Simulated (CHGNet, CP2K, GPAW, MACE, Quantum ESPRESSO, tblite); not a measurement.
**Codes compared on twisted graphene double bilayer, 21.79° (56 atoms)**

How near do other programs and methods come to a plane-wave reference for twisted graphene double bilayer, 21.79° (56 atoms)? A plane-wave run serves as the reference.

Calculated with Quantum ESPRESSO 7.5; Kohn-Sham DFT, PBE, SSSP efficiency 1.3.0 pseudopotentials, plane waves.

### 1. Starting point

The cell holds 56 atoms: 56 C. Its edges and angles: a = 6.508 Å, b = 6.509 Å, c = 24.080 Å, α = 90.0°, β = 90.0°, γ = 120.0°. It derives from C (graphene). Graphene (a = 2.46 Å) under graphene (a = 2.46 Å), double bilayer, commensurate cell of 7 unit cells a layer, twist 21.79 deg; facing planes 3.44, 3.32, 3.32 Å apart as built; 14 Å of vacuum; minimised with a classical potential. Then every atom was moved at random, 0.05 Å r.m.s. a Cartesian component. Regions: layer 1, 14 atoms (14 C); layer 2, 14 atoms (14 C); layer 3, 14 atoms (14 C); layer 4, 14 atoms (14 C). Vacuum lies along c.

### 2. The reference run

The input, pw.in:

```
&control
  calculation = 'scf'
  pseudo_dir = './pseudo'
  outdir = './tmp'
  disk_io = 'none'
  tprnfor = .true.
/
&system
  ibrav = 0
  nat = 56
  ntyp = 1
  ecutwfc = 45
  ecutrho = 360
  nosym = .true.
  occupations = 'smearing'
  smearing = 'fd'
  degauss = 0.003675
/
&electrons
  conv_thr = 2.8e-07
  electron_maxstep = 100
  mixing_beta = 0.2
  mixing_mode = 'local-TF'
  diagonalization = 'david'
/
ATOMIC_SPECIES
C 12.011 C.upf
CELL_PARAMETERS angstrom
6.50850 0.00000 0.00000
-3.25425 5.63653 0.00000
0.00000 0.00000 24.08000
ATOMIC_POSITIONS crystal
C 0.18984 0.23612 0.28870
C 0.25173 0.06030 0.28522
C 0.32355 0.66989 0.29066
C 0.37529 0.47871 0.29133
C 0.48092 0.09314 0.29266
C 0.52342 0.89775 0.29006
C 0.62087 0.52087 0.29227
C 0.65598 0.33728 0.28853
C 0.75855 0.96131 0.28973
C 0.81280 0.77683 0.29177
C 0.90495 0.37789 0.29229
C 0.95600 0.17914 0.29177
[... 40 atom lines left out ...]
C 0.17634 0.94469 0.70981
C 0.14147 0.71516 0.71046
C 0.32426 0.66217 0.71010
C 0.29327 0.42945 0.71259
K_POINTS gamma
```

Run with:

```sh
> OMP_NUM_THREADS=1 mpirun -np 4 pw.x -in pw.in > output.txt
```

What it wrote:

```text
Program PWSCF
     gamma-point specific algorithms are used
     Parallelization info
     sticks:   dense  smooth     PW     G-vecs:    dense   smooth      PW
     Min         937     472    117               171863    60819    7596
     Max         940     474    120               171880    60834    7600
     Sum        3757    1891    475               687491   243297   30391
     bravais-lattice index     =            0
     lattice parameter (alat)  =      12.2993  a.u.
     unit-cell volume          =    5961.3664 (a.u.)^3
     number of atoms/cell      =           56
     number of atomic types    =            1
     number of electrons       =       224.00
     number of Kohn-Sham states=          134
     kinetic-energy cutoff     =      45.0000  Ry
[... lines left out ...]
     scf convergence threshold =      2.8E-07
[... lines left out ...]
     number of k points=     1  Fermi-Dirac smearing, width (Ry)=  0.0037
[... lines left out ...]
     total energy              =   -1034.91267987 Ry
[... lines left out ...]
     total energy              =   -1032.33423599 Ry
[... lines left out ...]
     total energy              =   -1033.10095370 Ry
[... lines left out ...]
     total energy              =   -1033.09313486 Ry
[... lines left out ...]
     total energy              =   -1033.09313509 Ry
[... lines left out ...]
     iteration # 26     ecut=    45.00 Ry     beta= 0.20
     negative rho (up, down):  1.822E-03 0.000E+00
     End of self-consistent calculation
          k = 0.0000 0.0000 0.0000 ( 15196 PWs)   bands (ev):
   -17.7693 -17.6905 -17.6072 -17.5381 -15.1115 -14.9784 -14.8900 -14.8111
   -14.7394 -14.7232 -14.6824 -14.6459 -14.5764 -14.5367 -14.3910 -14.3345
   -14.3098 -14.2066 -14.0854 -14.0557 -13.9621 -13.9254 -13.8713 -13.8217
[...]
5.0173   5.1230   5.1844   5.2208   5.2742   5.3877   5.4836   5.5176
     5.6042   5.6893   5.7266   5.7412   5.7940   5.8688   5.9346   6.0412
     6.1078   6.2665   6.2987   6.3989   6.4533   6.4831
     the Fermi energy is     2.2483 ev
!    total energy              =   -1033.09313484 Ry
     total all-electron energy =     -4267.882613 Ry
     estimated scf accuracy    <       0.00000026 Ry
     smearing contrib. (-TS)   =       0.00000000 Ry
     internal energy E=F+TS    =   -1033.09313484 Ry
     The total energy is F=E-TS. E is the sum of the following terms:
     one-electron contribution =   -7681.00583115 Ry
     hartree contribution      =    3915.97119836 Ry
     xc contribution           =    -259.99582116 Ry
     ewald contribution        =    3337.36836354 Ry
     one-center paw contrib.   =    -345.43104442 Ry
     convergence has been achieved in  26 iterations
     negative rho (up, down):  1.822E-03 0.000E+00
     Forces acting on atoms (cartesian axes, Ry/au):
     atom    1 type  1   force =     0.05395728    0.05945789    0.00403843
     atom    2 type  1   force =    -0.02291952   -0.16710296    0.06186399
     atom    3 type  1   force =     0.23780653   -0.05103624   -0.00242872
[...]
atom   55 type  1   force =     0.08580520    0.00626295    0.01921987
     atom   56 type  1   force =    -0.11917155   -0.06153437   -0.01302443
     Total force =     1.594068     Total SCF correction =     0.001160
     Message from routine punch:
     Nothing written, as per user request (disk_io='none')
```

Elapsed: 80 s, on 4 MPI ranks of Arm Neoverse V1, shared host; peak memory 1.6 GiB; 5.4 min of CPU time.

Banners, paths, timers and routine set-up lines are dropped from the logs unmarked, and long logs keep their key lines alone; longer cuts are marked.

Numbers from this run:

```
r.m.s. force component : 3.162 eV/Å
longest force          : 12.79 eV/Å
```

### 3. The ladder

The programs:
- CHGNet: machine-learned potential, published weights.
- CP2K 2026.2: Gaussian basis with GTH pseudopotentials and a plane-wave density; labels give functional, basis (MOLOPT sets; SR short-range, UZH the newer set with its own potentials), grid cutoff/relative cutoff and solver (OT: orbital transformation; TRS4, TC2, SIGN: linear-scaling purification with its sparsity filter), or its built-in tight binding.
- GPAW 26.7.0: PAW with atomic orbitals (LCAO), plane waves or a real-space grid of spacing h.
- MACE: machine-learned potential, published weights.
- Quantum ESPRESSO 7.5: plane waves; labels (QE) give functional, pseudopotential set and cutoffs of waves/density.
- tblite 0.8.0: extended tight binding, driven from Python.

All use the same cell and atoms; the electronic-structure runs use the same k-mesh, and an electronic temperature of 580 K (0.05 eV) where levels are smeared.

Differences are against the plane-wave reference, forces as r.m.s. over components; share is that over the reference's r.m.s. force, slope the least-squares factor from reference forces to these. Total energies of different programs have different zeros and aren't compared.

```csv
run,"Δ force, r.m.s. (meV/Å)",share (%),slope,cores,CPU time,memory (GiB)
reference,-,-,-,4,5.4 min,1.6
CHGNet 0.3.0 potential,591,18.7,0.871,1,5.2 s,1.3
"CP2K PBE+D4, DZVP-MOLOPT-SR, 450/50 Ry, diagonalisation",59.1,1.87,1.014,2,3 min,2.2
"CP2K PBE, DZVP-MOLOPT-SR, 450/20 Ry, diagonalisation (coarse)",54.9,1.74,1.014,2,2 min,2.2
"CP2K PBE, DZVP-MOLOPT-SR, 450/50 Ry, diagonalisation",50.5,1.60,1.013,2,3.1 min,2.2
"CP2K PBE, DZVP-MOLOPT-SR, 630/50 Ry, diagonalisation",50.6,1.60,1.013,2,4.2 min,3.0
"CP2K PBE, DZVP-UZH, 450/50 Ry, diagonalisation",48.3,1.53,1.014,4,3.8 min,2.9
"CP2K PBE, TZVP-MOLOPT, 450/50 Ry, diagonalisation",18.7,0.593,1.002,4,31 min,3.1
"CP2K r2SCAN, SCAN potentials, DZVP-UZH(SCAN), 600/50 Ry, diagonalisation",84.7,2.68,1.024,4,9.3 min,3.6
"CP2K revPBE, PBE potentials, DZVP-MOLOPT-SR, 450/50 Ry, diagonalisation",41.6,1.32,1.011,2,2.9 min,2.2
"GPAW LDA, LCAO dzp, h 0.2 Å",169,5.33,1.046,1,43 s,0.55
"GPAW PBE, LCAO dzp, h 0.2 Å",204,6.45,1.057,1,49 s,0.55
"GPAW PBE, LCAO dzp, h 0.2 Å, other mixer settings",204,6.45,1.057,1,67 s,0.51
"GPAW PBE, LCAO dzp, h 0.25 Å (coarse)",200,6.33,1.053,1,36 s,0.38
"GPAW PBE, LCAO szp(dzp), h 0.2 Å (coarse)",383,12.1,1.066,1,39 s,0.53
MACE MP-0b2 small potential,364,11.5,0.990,1,9.3 s,0.67
MACE MPA-0 medium potential,275,8.70,1.026,1,12 s,0.94
"QE PBE, sg15-1.2, 80/320 Ry",38.0,1.20,0.990,1,7 min,0.9
"QE PBE, sssp-1.3.0-efficiency, 45/360 Ry, rmm-davidson",0.139,0.0044,1.000,2,5.2 min,1.4
tblite GFN1-xTB,190,6.01,0.975,1,1.4 s,0.1
tblite GFN2-xTB,204,6.45,0.962,1,4.1 s,0.1
```

Rows marked coarse were listed beforehand as settings not expected to be converged; some can still land near the reference.

Times of the machine-learned potentials are mostly Python's start and the loading of weights.

CPU time is summed over cores on a shared host, where runs went side by side, so it is rough. Symmetry, cutoffs, thresholds, outputs and thread counts weren't matched or tuned between programs; memory under MPI is the largest rank's times the ranks.

Within one program, basis, potentials and functional, energies share a zero. Each run against its twin at the usual cutoff or grid and solver:

| run | twin | Δ energy (meV/atom) | Δ force, r.m.s. (meV/Å) | CPU time over the twin's |
| --- | --- | --- | --- | --- |
| CP2K PBE, DZVP-MOLOPT-SR, 450/20 Ry, diagonalisation | DZVP-MOLOPT-SR, 450/50 Ry, diagonalisation | -2.89 | 16.9 | 0.64 |
| CP2K PBE, DZVP-MOLOPT-SR, 630/50 Ry, diagonalisation | DZVP-MOLOPT-SR, 450/50 Ry, diagonalisation | 0.001 | 0.85 | 1.4 |
| GPAW PBE, LCAO dzp, h 0.2 Å, other mixer settings | LCAO dzp, h 0.2 Å | 0 | 0.949 | 1.4 |
| GPAW PBE, LCAO dzp, h 0.25 Å | LCAO dzp, h 0.2 Å | 187 | 63.2 | 0.74 |
| QE PBE, sssp-1.3.0-efficiency, 45/360 Ry, rmm-davidson | sssp-1.3.0-efficiency, 45/360 Ry | 0 | 0.139 | 0.96 (this twin ran on 4 cores) |

### 4. Outcome

```yaml
reference_r_m_s_force_component: 3.16 eV/Å
nearest_in_forces: QE PBE, sssp-1.3.0-efficiency, 45/360 Ry, rmm-davidson, 0.0044 %
farthest_in_forces: CHGNet 0.3.0 potential, 19 %
cheapest_electronic_structure_run_beside_the_reference: tblite GFN1-xTB, 1.4 s of CPU time
```

**Reading.** PBE on plane waves or a grid with other potentials, cutoffs or grids, coarse settings apart, differs from the reference by 1.2 % (QE PBE, sg15-1.2, 80/320 Ry) of the r.m.s. force; this holds the reference's own error, so differences of a few per cent don't tell which side is nearer the exact PBE result. With the reference's own potentials and cutoffs, another solver or threshold moves forces by 0.0044 % (QE PBE, sssp-1.3.0-efficiency, 45/360 Ry, rmm-davidson). The PBE runs in local orbitals, coarse settings apart, differ by 0.59 % (CP2K PBE, TZVP-MOLOPT, 450/50 Ry, diagonalisation) to 6.5 % (GPAW PBE, LCAO dzp, h 0.2 Å); basis, grid and potentials can all enter. Tight binding differs by 6.0 % (tblite GFN1-xTB) to 6.4 % (tblite GFN2-xTB); it is another model, with fitted parameters of its own, and the xTB methods hold dispersion. Machine-learned potentials differ by 8.7 % (MACE MPA-0 medium potential) to 19 % (CHGNet 0.3.0 potential); they were trained on other programs' data. Rows with another functional or a dispersion term differ by 1.3 % (CP2K revPBE, PBE potentials, DZVP-MOLOPT-SR, 450/50 Ry, diagonalisation) to 5.3 % (GPAW LDA, LCAO dzp, h 0.2 Å), which mixes the change of model with differences of basis and potentials, some of them made for another functional. Runs with settings chosen to be coarse differ by 1.7 % (CP2K PBE, DZVP-MOLOPT-SR, 450/20 Ry, diagonalisation) to 12 % (GPAW PBE, LCAO szp(dzp), h 0.2 Å), their programs' other errors included. Of the electronic-structure runs that take under half the reference's CPU time, CP2K PBE, DZVP-MOLOPT-SR, 450/20 Ry, diagonalisation comes nearest, at 1.7 % in 2 min against 5.4 min. In the reference: no gap is quoted: the bands of a honeycomb sheet meet or nearly meet at one point of the zone, so the spacing of levels depends on whether the mesh holds it and on how the neighbours disturb the sheet. Periodic xTB results under one method name differ between programs and library versions. Machine-learned potentials mimic data converged in k, so the reference's own k-point error enters their differences. The cell is under 6 Å thick along two periodic directions, so every atom has periodic images of itself close by, which move with it and show among its neighbours and in g(r). The reference's PBE has no dispersion term, which matters for the binding between molecules or layers. One k-point is far too coarse for the carbon or group-IV sheet, and it can put spurious forces of up to about 1 eV/Å on the sheet's atoms. The electronic-structure runs sample only Γ, in a cell whose shortest periodic width is 6 Å.

[Also dropped from logs without a mark: logging warnings of Python, and SIESTA's first energy breakdown and zero terms.]

[Logs are printed without paths, hosts, clocks, repeated set-up lines and the standing remarks that a program may print on its own settings, such as how far it seeks lower states.]

[Hosts, paths, dates, database ids (printed as entryN), source tags and the programs' standing remarks are cut or masked in the printed files.]
